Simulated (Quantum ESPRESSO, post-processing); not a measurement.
# Pd(111), 5 layers: solver and mixing choices, part 3 of 3

Wanted: time, iterations and memory of Pd(111), 5 layers by eigensolver and mixing.

Quantum ESPRESSO 7.5; plane-wave DFT, PBE, SSSP efficiency pseudopotentials.

So far. Step 6 (Ground state: david, local-TF mixing, beta 0.7, history …): Counted from each run's own zero (the Fermi level), the vacuum level differs from the first run's by +1 meV. Step 7 (SCF with pw.x: david, local-TF mixing, beta 0.2 …): Counted from each run's own zero (the Fermi level), the vacuum level differs from the first run's by +4 meV.

**8. Self-consistent run: david, local-TF mixing, beta 0.4, history 4**

c6.in

```
&control
  prefix = 'c6'
  outdir = './out'
  pseudo_dir = './pseudo'
  calculation = 'scf'
  tprnfor = .true.
/
&system
  ibrav = 0
  nat = 5
  ntyp = 1
  ecutwfc = 45
  ecutrho = 360
  occupations = 'smearing'
  smearing = 'mv'
  degauss = 0.02
  assume_isolated = 'esm'
  esm_bc = 'bc1'
/
&electrons
  conv_thr = 1e-07
  mixing_beta = 0.4
  electron_maxstep = 80
  mixing_mode = 'local-TF'
  diagonalization = 'david'
  mixing_ndim = 4
/
ATOMIC_SPECIES
  Pd  106.4200  Pd_ONCV_PBE-1.0.oncvpsp.upf
CELL_PARAMETERS angstrom
  2.75064537881567 0.00000000000000 0.00000000000000
  1.37532268940783 2.38212877485664 0.00000000000000
  0.00000000000000 0.00000000000000 24.98357018859058
ATOMIC_POSITIONS crystal
  Pd  0.666666666700 0.666666666700 -0.179789560114
  Pd  0.000000000000 0.000000000000 -0.089894780057
  Pd  0.333333333300 0.333333333300 0.000000000000
  Pd  0.666666666700 0.666666666700 0.089894780057
  Pd  0.000000000000 0.000000000000 0.179789560114
K_POINTS automatic
  12 12 1 0 0 0
```

On the command line:

```bash
$ OMP_NUM_THREADS=1 mpirun -n 4 pw.x -nk 4 -in c6.in > c6.out
```

The program printed:

```text
[banner, memory and clock lines left out]
Program PWSCF v.7.5 starts
[...]
Message from routine setup:
[...]
Message from routine setup:
[...]
number of electrons       =        90.00
     number of Kohn-Sham states=           54
     kinetic-energy cutoff     =      45.0000  Ry
     charge density cutoff     =     360.0000  Ry
[...]
number of k points=    19  Marzari-Vanderbilt smearing, width (Ry)=  0.0200
[...]
Dense  grid:   127545 G-vectors     FFT dimensions: (  36,  36, 288)
[...]
negative rho (up, down):  6.040E-07 0.000E+00
     Starting wfcs are   50 randomized atomic wfcs +    4 random wfcs
[...]
estimated scf accuracy    <       0.59665320 Ry
[...]
estimated scf accuracy    <       0.34134705 Ry
[...]
estimated scf accuracy    <       0.10713820 Ry
[...]
estimated scf accuracy    <       0.09183492 Ry
[...]
estimated scf accuracy    <       0.15209082 Ry
[...]
estimated scf accuracy    <       0.22729296 Ry
[...]
estimated scf accuracy    <       0.06860609 Ry
[...]
estimated scf accuracy    <       0.01602797 Ry
[...]
estimated scf accuracy    <       0.01756462 Ry
[...]
estimated scf accuracy    <       0.00642787 Ry
[...]
negative rho (up, down):  1.890E-03 0.000E+00
[...]
estimated scf accuracy    <       0.00574433 Ry
[...]
negative rho (up, down):  2.843E-03 0.000E+00
[...]
estimated scf accuracy    <       0.00252107 Ry
[...]
negative rho (up, down):  4.915E-03 0.000E+00
[...]
estimated scf accuracy    <       0.00181284 Ry
[...]
negative rho (up, down):  6.674E-03 0.000E+00
[...]
estimated scf accuracy    <       0.00040987 Ry
[...]
negative rho (up, down):  6.289E-03 0.000E+00
[...]
estimated scf accuracy    <       0.00014492 Ry
[...]
negative rho (up, down):  2.268E-03 0.000E+00
[...]
estimated scf accuracy    <       0.00007250 Ry
[...]
negative rho (up, down):  1.367E-03 0.000E+00
[...]
estimated scf accuracy    <       0.00001344 Ry
[...]
negative rho (up, down):  3.751E-04 0.000E+00
[...]
estimated scf accuracy    <       0.00000283 Ry
[...]
negative rho (up, down):  1.644E-04 0.000E+00
[...]
estimated scf accuracy    <       0.00000095 Ry
[...]
estimated scf accuracy    <       0.00000038 Ry
[...]
the Fermi energy is    -5.2306 ev
!    total energy              =   -1265.94502719 Ry
     estimated scf accuracy    <       0.00000002 Ry
     smearing contrib. (-TS)   =      -0.00018907 Ry
     internal energy E=F+TS    =   -1265.94483812 Ry
[...]
one-electron contribution =   29943.16574049 Ry
     hartree contribution      =  -14998.13402748 Ry
     xc contribution           =    -124.04737171 Ry
     ewald contribution        =  -16086.92917941 Ry
     convergence has been achieved in  21 iterations
[...]
Total force =     0.017144     Total SCF correction =     0.000554
[...]
```

The job ended after 92 s (4 MPI ranks of Arm Neoverse V1, shared host; peak memory 0.55 GiB).

Read from the output:

* Fermi energy: -5.231 eV
* vacuum line at the lower end of the cell, over the Fermi level: 5.231 eV
* vacuum line at the upper end of the cell, over the Fermi level: 5.231 eV

The program's own clock; routines nest. Time by routine:

```csv
routine,wall time (s),calls
PWSCF,91.79,1
electrons,90,1
c_bands,73.56,22
cegterg,65.47,110
h_psi,46.59,1223
fftw,42.37,39736
vloc_psi,38.78,1223
sum_band,7.5,22
mix_rho,5.36,22
calbec,3.87,1243
add_vuspsi,3.69,1223
h_psi:calbec,3.67,1223
cdiaghg,3.6,1213
ffts,3.45,1822
```

Counted from each run's own zero (the Fermi level), the vacuum level differs from the first run's by +0 meV.

**9. Self-consistent run: cg, local-TF mixing, beta 0.4, history 8**

c7.in, as its differences from the input of step 8:

```diff
@@ -1,3 +1,3 @@
 &control
-  prefix = 'c6'
+  prefix = 'c7'
   outdir = './out'
@@ -24,4 +24,4 @@
   mixing_mode = 'local-TF'
-  diagonalization = 'david'
-  mixing_ndim = 4
+  diagonalization = 'cg'
+  mixing_ndim = 8
 /
```

On the command line:

```bash
$ OMP_NUM_THREADS=1 mpirun -n 4 pw.x -nk 4 -in c7.in > c7.out
```

The program printed:

```text
[banner, memory and clock lines left out]
Program PWSCF v.7.5 starts
[...]
Message from routine setup:
[...]
Message from routine setup:
[...]
number of electrons       =        90.00
     number of Kohn-Sham states=           54
     kinetic-energy cutoff     =      45.0000  Ry
     charge density cutoff     =     360.0000  Ry
[...]
number of k points=    19  Marzari-Vanderbilt smearing, width (Ry)=  0.0200
[...]
Dense  grid:   127545 G-vectors     FFT dimensions: (  36,  36, 288)
[...]
negative rho (up, down):  6.040E-07 0.000E+00
     Starting wfcs are   50 randomized atomic wfcs +    4 random wfcs
[...]
estimated scf accuracy    <       0.59728544 Ry
[...]
estimated scf accuracy    <       0.27320933 Ry
[...]
estimated scf accuracy    <       0.11344530 Ry
[...]
estimated scf accuracy    <       0.04047595 Ry
[...]
estimated scf accuracy    <       0.01356349 Ry
[...]
estimated scf accuracy    <       0.00907702 Ry
[...]
negative rho (up, down):  1.491E-03 0.000E+00
[...]
estimated scf accuracy    <       0.00752869 Ry
[...]
negative rho (up, down):  1.153E-02 0.000E+00
[...]
estimated scf accuracy    <       0.00422883 Ry
[...]
negative rho (up, down):  1.090E-02 0.000E+00
[...]
estimated scf accuracy    <       0.00433308 Ry
[...]
negative rho (up, down):  1.188E-02 0.000E+00
[...]
estimated scf accuracy    <       0.00296393 Ry
[...]
negative rho (up, down):  5.870E-03 0.000E+00
[...]
estimated scf accuracy    <       0.00069601 Ry
[...]
negative rho (up, down):  2.522E-03 0.000E+00
[...]
estimated scf accuracy    <       0.00026065 Ry
[...]
negative rho (up, down):  1.494E-03 0.000E+00
[...]
estimated scf accuracy    <       0.00005540 Ry
[...]
negative rho (up, down):  6.945E-05 0.000E+00
[...]
estimated scf accuracy    <       0.00000644 Ry
[...]
negative rho (up, down):  5.719E-05 0.000E+00
[...]
estimated scf accuracy    <       0.00000123 Ry
[...]
the Fermi energy is    -5.2333 ev
!    total energy              =   -1265.94502720 Ry
     estimated scf accuracy    <       0.00000007 Ry
     smearing contrib. (-TS)   =      -0.00018793 Ry
     internal energy E=F+TS    =   -1265.94483927 Ry
[...]
one-electron contribution =   29943.15514672 Ry
     hartree contribution      =  -14998.12302667 Ry
     xc contribution           =    -124.04777990 Ry
     ewald contribution        =  -16086.92917941 Ry
     convergence has been achieved in  16 iterations
[...]
Total force =     0.017633     Total SCF correction =     0.001767
[...]
```

Run time: 76 s. Hardware: 4 MPI ranks; peak memory 0.55 GiB; 5 min of CPU time.

Numbers from this step:

```
Fermi energy                                                   : -5.233 eV
vacuum line at the lower end of the cell, over the Fermi level : 5.233 eV
vacuum line at the upper end of the cell, over the Fermi level : 5.233 eV
```

The program's own clock; routines nest. Time by routine:

```csv
routine,wall time (s),calls
PWSCF,75.13,1
electrons,73.35,1
c_bands,60.54,17
h_psi,48.05,10933
ccgdiagg,45.63,85
fftw,37.56,34936
hs_1psi,36.68,10853
vloc_psi,35.3,10933
wfcrot,13.17,80
calbec,8.93,21806
add_vuspsi,7.67,10933
sum_band,5.78,17
h_psi:calbec,4.86,10933
mix_rho,4.32,17
```

Counted from each run's own zero (the Fermi level), the vacuum level differs from the first run's by +3 meV.

**10. Self-consistent run: ppcg, local-TF mixing, beta 0.4, history 8**

c8.in, as its differences from the input of step 9:

```diff
@@ -1,3 +1,3 @@
 &control
-  prefix = 'c7'
+  prefix = 'c8'
   outdir = './out'
@@ -24,3 +24,3 @@
   mixing_mode = 'local-TF'
-  diagonalization = 'cg'
+  diagonalization = 'ppcg'
   mixing_ndim = 8
```

On the command line:

```bash
$ OMP_NUM_THREADS=1 mpirun -n 4 pw.x -nk 4 -in c8.in > c8.out
```

The program printed:

```text
[banner, memory and clock lines left out]
Program PWSCF v.7.5 starts

          URL

 %%%%%%%%%%%%%%%%%%%%%%%%%%%%%%%%%%%%%%%%%%%%%%%%%%%%%%%%%%%%%%%%%%%%%%%%%%%%%%
     Error in routine iosys (1):
     PPCG diagonalization not supported anymore (Dec. 2024)
 %%%%%%%%%%%%%%%%%%%%%%%%%%%%%%%%%%%%%%%%%%%%%%%%%%%%%%%%%%%%%%%%%%%%%%%%%%%%%%

     stopping ...
[the rest left out]
```

It took 0.5 s on 4 MPI ranks; peak memory 0.09 GiB.

The input was rejected at the start.

The fault put into the input: an eigensolver that this release has dropped (electrons.diagonalization = "ppcg").

The message: “iosys (1): PPCG diagonalization not supported anymore (Dec. 2024)”. This release no longer has that solver; david, paro or rmm-davidson serve.

**11. SCF with pw.x: paro, local-TF mixing, beta 0.4, history 8**

c9.in, as its differences from the input of step 10:

```diff
@@ -1,3 +1,3 @@
 &control
-  prefix = 'c8'
+  prefix = 'c9'
   outdir = './out'
@@ -24,3 +24,3 @@
   mixing_mode = 'local-TF'
-  diagonalization = 'ppcg'
+  diagonalization = 'paro'
   mixing_ndim = 8
```

On the command line:

```bash
$ OMP_NUM_THREADS=1 mpirun -n 4 pw.x -nk 4 -in c9.in > c9.out
```

The program printed:

```text
[banner, memory and clock lines left out]
Program PWSCF v.7.5 starts
[...]
Message from routine setup:
[...]
Message from routine setup:
[...]
number of electrons       =        90.00
     number of Kohn-Sham states=           54
     kinetic-energy cutoff     =      45.0000  Ry
     charge density cutoff     =     360.0000  Ry
[...]
number of k points=    19  Marzari-Vanderbilt smearing, width (Ry)=  0.0200
[...]
Dense  grid:   127545 G-vectors     FFT dimensions: (  36,  36, 288)
[...]
negative rho (up, down):  6.040E-07 0.000E+00
     Starting wfcs are   50 randomized atomic wfcs +    4 random wfcs
[...]
estimated scf accuracy    <       0.52308438 Ry
[...]
estimated scf accuracy    <       0.32237768 Ry
[...]
estimated scf accuracy    <       0.09631463 Ry
[...]
estimated scf accuracy    <       0.05402975 Ry
[...]
estimated scf accuracy    <       0.08074468 Ry
[...]
estimated scf accuracy    <       0.03539090 Ry
[...]
estimated scf accuracy    <       0.01905752 Ry
[...]
estimated scf accuracy    <       0.01740170 Ry
[...]
negative rho (up, down):  8.899E-03 0.000E+00
[...]
estimated scf accuracy    <       0.01110104 Ry
[...]
negative rho (up, down):  1.505E-02 0.000E+00
[...]
estimated scf accuracy    <       0.07133122 Ry
[...]
negative rho (up, down):  7.712E-03 0.000E+00
[...]
estimated scf accuracy    <       0.01945790 Ry
[...]
negative rho (up, down):  4.888E-03 0.000E+00
[...]
estimated scf accuracy    <       0.00841021 Ry
[...]
negative rho (up, down):  3.817E-03 0.000E+00
[...]
estimated scf accuracy    <       0.00373173 Ry
[...]
negative rho (up, down):  1.222E-03 0.000E+00
[...]
estimated scf accuracy    <       0.00004170 Ry
[...]
negative rho (up, down):  5.010E-04 0.000E+00
[...]
estimated scf accuracy    <       0.00004200 Ry
[...]
negative rho (up, down):  1.734E-04 0.000E+00
[...]
estimated scf accuracy    <       0.00001007 Ry
[...]
negative rho (up, down):  3.652E-05 0.000E+00
[...]
estimated scf accuracy    <       0.00000767 Ry
[...]
estimated scf accuracy    <       0.00000118 Ry
[...]
negative rho (up, down):  1.058E-06 0.000E+00
[...]
estimated scf accuracy    <       0.00000031 Ry
[...]
the Fermi energy is    -5.2321 ev
!    total energy              =   -1265.94502723 Ry
     estimated scf accuracy    <          2.6E-09 Ry
     smearing contrib. (-TS)   =      -0.00018859 Ry
     internal energy E=F+TS    =   -1265.94483865 Ry
[...]
one-electron contribution =   29943.15988063 Ry
     hartree contribution      =  -14998.12803363 Ry
     xc contribution           =    -124.04750623 Ry
     ewald contribution        =  -16086.92917941 Ry
     convergence has been achieved in  20 iterations
[...]
Total force =     0.017516     Total SCF correction =     0.000518
[...]
```

The job ended after 4.6 min (4 MPI ranks; peak memory 0.66 GiB; 18 min of CPU time).

This step gave:

* Fermi energy: -5.232 eV
* vacuum line at the lower end of the cell, over the Fermi level: 5.232 eV
* vacuum line at the upper end of the cell, over the Fermi level: 5.232 eV

The program's own clock; routines nest. Time by routine:

```csv
routine,wall time (s),calls
PWSCF,274.1,1
electrons,272.4,1
c_bands,256.3,21
paro_k,193.7,105
h_psi,126.8,3190
vloc_psi,105.7,3190
fftw,104.3,98660
calbec,10.52,3210
h_psi:calbec,10.33,3190
add_vuspsi,10.3,3190
sum_band,7.15,21
mix_rho,5.5,21
ffts,3.6,1903
v_of_rho,3.14,21
```

Counted from each run's own zero (the Fermi level), the vacuum level differs from the first run's by +2 meV.

**12. SCF with pw.x: rmm-davidson, local-TF mixing, beta 0.4, history 8**

c10.in, as its differences from the input of step 11:

```diff
@@ -1,3 +1,3 @@
 &control
-  prefix = 'c9'
+  prefix = 'c10'
   outdir = './out'
@@ -24,3 +24,3 @@
   mixing_mode = 'local-TF'
-  diagonalization = 'paro'
+  diagonalization = 'rmm-davidson'
   mixing_ndim = 8
```

On the command line:

```bash
$ OMP_NUM_THREADS=1 mpirun -n 4 pw.x -nk 4 -in c10.in > c10.out
```

The program printed:

```text
[banner, memory and clock lines left out]
Program PWSCF v.7.5 starts
[...]
Message from routine setup:
[...]
Message from routine setup:
[...]
number of electrons       =        90.00
     number of Kohn-Sham states=           54
     kinetic-energy cutoff     =      45.0000  Ry
     charge density cutoff     =     360.0000  Ry
[...]
number of k points=    19  Marzari-Vanderbilt smearing, width (Ry)=  0.0200
[...]
Dense  grid:   127545 G-vectors     FFT dimensions: (  36,  36, 288)
[...]
negative rho (up, down):  6.040E-07 0.000E+00
     Starting wfcs are   50 randomized atomic wfcs +    4 random wfcs
[...]
estimated scf accuracy    <       0.59665320 Ry
[...]
estimated scf accuracy    <       0.34134705 Ry
[...]
estimated scf accuracy    <       0.14592972 Ry
[...]
estimated scf accuracy    <       0.12179999 Ry
[...]
estimated scf accuracy    <       0.21379702 Ry
[...]
estimated scf accuracy    <       0.18941743 Ry
[...]
estimated scf accuracy    <       0.10304916 Ry
[...]
estimated scf accuracy    <       0.04378619 Ry
[...]
estimated scf accuracy    <       0.04373160 Ry
[...]
negative rho (up, down):  5.484E-03 0.000E+00
[...]
estimated scf accuracy    <       0.03030800 Ry
[...]
negative rho (up, down):  9.631E-03 0.000E+00
[...]
estimated scf accuracy    <       0.00830121 Ry
[...]
negative rho (up, down):  8.885E-03 0.000E+00
[...]
estimated scf accuracy    <       0.00431194 Ry
[...]
negative rho (up, down):  6.039E-03 0.000E+00
[...]
estimated scf accuracy    <       0.00232541 Ry
[...]
negative rho (up, down):  4.427E-03 0.000E+00
[...]
estimated scf accuracy    <       0.00021301 Ry
[...]
negative rho (up, down):  1.374E-03 0.000E+00
[...]
estimated scf accuracy    <       0.00007273 Ry
[...]
negative rho (up, down):  1.650E-04 0.000E+00
[...]
estimated scf accuracy    <       0.00004455 Ry
[...]
negative rho (up, down):  6.317E-05 0.000E+00
[...]
estimated scf accuracy    <       0.00000122 Ry
[...]
negative rho (up, down):  1.491E-05 0.000E+00
[...]
estimated scf accuracy    <       0.00000059 Ry
[...]
the Fermi energy is    -5.2313 ev
!    total energy              =   -1265.94502721 Ry
     estimated scf accuracy    <       0.00000004 Ry
     smearing contrib. (-TS)   =      -0.00018889 Ry
     internal energy E=F+TS    =   -1265.94483832 Ry
[...]
one-electron contribution =   29943.17116586 Ry
     hartree contribution      =  -14998.13942198 Ry
     xc contribution           =    -124.04740279 Ry
     ewald contribution        =  -16086.92917941 Ry
     convergence has been achieved in  19 iterations
[...]
Total force =     0.017363     Total SCF correction =     0.002021
[...]
```

Wall time 69 s (4 MPI ranks); peak memory 0.72 GiB; 4.6 min of CPU time.

Numbers from this step:

- Fermi energy: -5.231 eV
- vacuum line at the lower end of the cell, over the Fermi level: 5.231 eV
- vacuum line at the upper end of the cell, over the Fermi level: 5.231 eV

The program's own clock; routines nest. Time by routine:

```csv
routine,wall time (s),calls
PWSCF,68.02,1
electrons,66.24,1
c_bands,51.66,20
h_psi,38.79,740
fftw,36.07,34262
vloc_psi,32.61,740
crmmdiagg,17.75,70
wfcrot,12.73,75
sum_band,6.8,20
mix_rho,4.67,20
calbec,3.24,760
ffts,3.07,1612
h_psi:calbec,3.04,740
add_vuspsi,3.02,740
```

Counted from each run's own zero (the Fermi level), the vacuum level differs from the first run's by +1 meV.

**13. The series side by side**

All levels:

```csv
level,vacuum level over the Fermi level (eV),its change from the first (meV),energy from the first (meV an atom),SCF iterations,wall time (s),peak memory (GiB),CPU time (s)
"david, local-TF mixing, beta 0.4, history 8",5.231,0,0,23,110.7,0.56,442.3
"david, plain mixing, beta 0.4, history 8",5.231,0.8,-5.71e-4,18,74.66,0.68,298.3
"david, plain mixing, beta 0.7, history 8",5.232,1.4,-4.63e-4,21,95.38,0.67,381.1
"david, TF mixing, beta 0.4, history 8",5.232,1.7,-5.17e-4,36,134,0.59,535.6
"david, local-TF mixing, beta 0.7, history 8",5.231,0.6,-5.17e-4,18,86.9,0.56,347.3
"david, local-TF mixing, beta 0.2, history 8",5.235,4.1,-5.44e-4,27,123.4,0.63,493.4
"david, local-TF mixing, beta 0.4, history 4",5.231,0.1,-4.90e-4,21,92.33,0.55,369
"cg, local-TF mixing, beta 0.4, history 8",5.233,2.8,-5.17e-4,16,75.67,0.55,302.3
"paro, local-TF mixing, beta 0.4, history 8",5.232,1.6,-5.99e-4,20,274.7,0.66,1098
"rmm-davidson, local-TF mixing, beta 0.4, history 8",5.231,0.8,-5.44e-4,19,68.58,0.72,273.9
```

**14. Summary of results**

| Item | Value |
| --- | --- |
| fastest | rmm-davidson, local-TF mixing, beta 0.4, history 8: 69 s, 19 iterations |
| slowest that converged | paro, local-TF mixing, beta 0.4, history 8: 4.6 min, 20 iterations |
| fewest iterations | cg, local-TF mixing, beta 0.4, history 8: 16 |
| largest change of the vacuum level | 4 meV |

In words: The fastest choice is rmm-davidson, local-TF mixing, beta 0.4, history 8: 69 s, 19 iterations. The converged runs took 16 to 36 iterations and agree within 4 meV in the vacuum level; counts also move with the parallel layout and the random start, so differences of a few iterations rank nothing. Refused or stopped by an error: ppcg, local-TF mixing, beta 0.4, history 8. The times come from a shared host and are rough. Peak memory is sampled during the run and can miss the peak. The geometry is as built, not relaxed.

[Logs are printed without paths, hosts, clocks, repeated set-up lines and the standing remarks that a program may print on its own settings, such as how far it seeks lower states.]

[Hosts, paths, dates, database ids (printed as entryN), source tags and the programs' standing remarks are cut or masked in the printed files.]

[Maps of the electrostatic potential energy from Ansatz leave out the sawtooth potential of an applied field or a dipole correction, so their vacuum need not be flat; planar profiles and work functions include it.]
